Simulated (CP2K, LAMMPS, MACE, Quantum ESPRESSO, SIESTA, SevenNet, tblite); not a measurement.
# Pressure against volume in amorphous 47In2O3-53ZnO (mol %) (65 atoms), QE, PBE

Density of this cell: 6.17 g/cm³. The cell holds 65 atoms: 18 In, 10 Zn and 37 O. Its edges and angles: a = 9.622 Å, b = 9.622 Å, c = 9.622 Å, α = 90.0°, β = 90.0°, γ = 90.0°. 65 atoms (18 Sc, 10 Zn, 37 O) placed at random at 4.13 g/cm³, melted at 5000 K for 10 ps at fixed volume with the Morse and Coulomb pair potential with partial charges (Pedone, Malavasi, Menziani, Cormack and Segre, J. Phys. Chem. B 110, 11780 (2006)). Quenched from 5000 K to 300 K at 1000 K/ps and fixed volume, held 10 ps at zero pressure, then minimised at fixed cell. Then Sc was replaced by In and the cell scaled by 1.027 (the potential has no terms for the new elements, so the cell is a start for a DFT relaxation). Then the atoms were relaxed with SevenNet 0 in the fixed cell.

Calculated with Quantum ESPRESSO 7.5: PBE; plane waves, SSSP efficiency, 60/480 Ry; k-points Γ. The unchanged cell has V0 = 13.705 Å³ an atom and P0 = -0.649 GPa. It is scaled evenly, and SevenNet 0 relaxes the atoms at each volume before the single point.

| volume (Å³/atom) | pressure (GPa) |
| --- | --- |
| 12.883 | 5.513 |
| 13.294 | 2.082 |
| 14.116 | -3.222 |
| 14.528 | ? |

Task: Fit a second-order expansion in ln V to the rows given and extrapolate to the withheld row.

**Working.**

To second order in u = ln(V/V0), P = P0 − B u + ½ B B′ u², with B the bulk modulus at V0 and B′ its pressure derivative. So v = (P − P0)/u is a line in u, with intercept −B and slope ½ B B′.

```
         u   v (GPa)
-0.0618754  -99.5872
-0.0304592  -89.6511
 0.0295588  -87.0671
```

With n = 3: mean u = -0.0209253, mean v = -92.1018, Σ(u − ū)² = 0.0043165, Σ(u − ū)(v − v̄) = 0.53733. Slope b = 0.53733 / 0.0043165 = 124.49; intercept a = v̄ − b ū = -89.497.

So B = 89.5 GPa and B′ = 2b/B = 2.8. At the withheld volume u = 0.05827, v = a + b u = -82.24 GPa, and P = P0 + u v.

Prediction at 14.528: -5.441 GPa. The run gave -5.388 GPa, so the fit is low by 0.053 GPa (0.98 % of the value).

B′ = 2.8 rests on three points. Among the rows given, the largest miss of the fit is at 12.883, by 0.15 GPa (1.4 % of the range of the table).

Limits: Static cells at zero temperature, with the cell shape held. The atoms follow SevenNet 0, not this level's own minimum.

[Logs are printed without paths, hosts, clocks, repeated set-up lines and the standing remarks that a program may print on its own settings, such as how far it seeks lower states.]

[Hosts, paths, dates, database ids (printed as entryN), source tags and the programs' standing remarks are cut or masked in the printed files.]
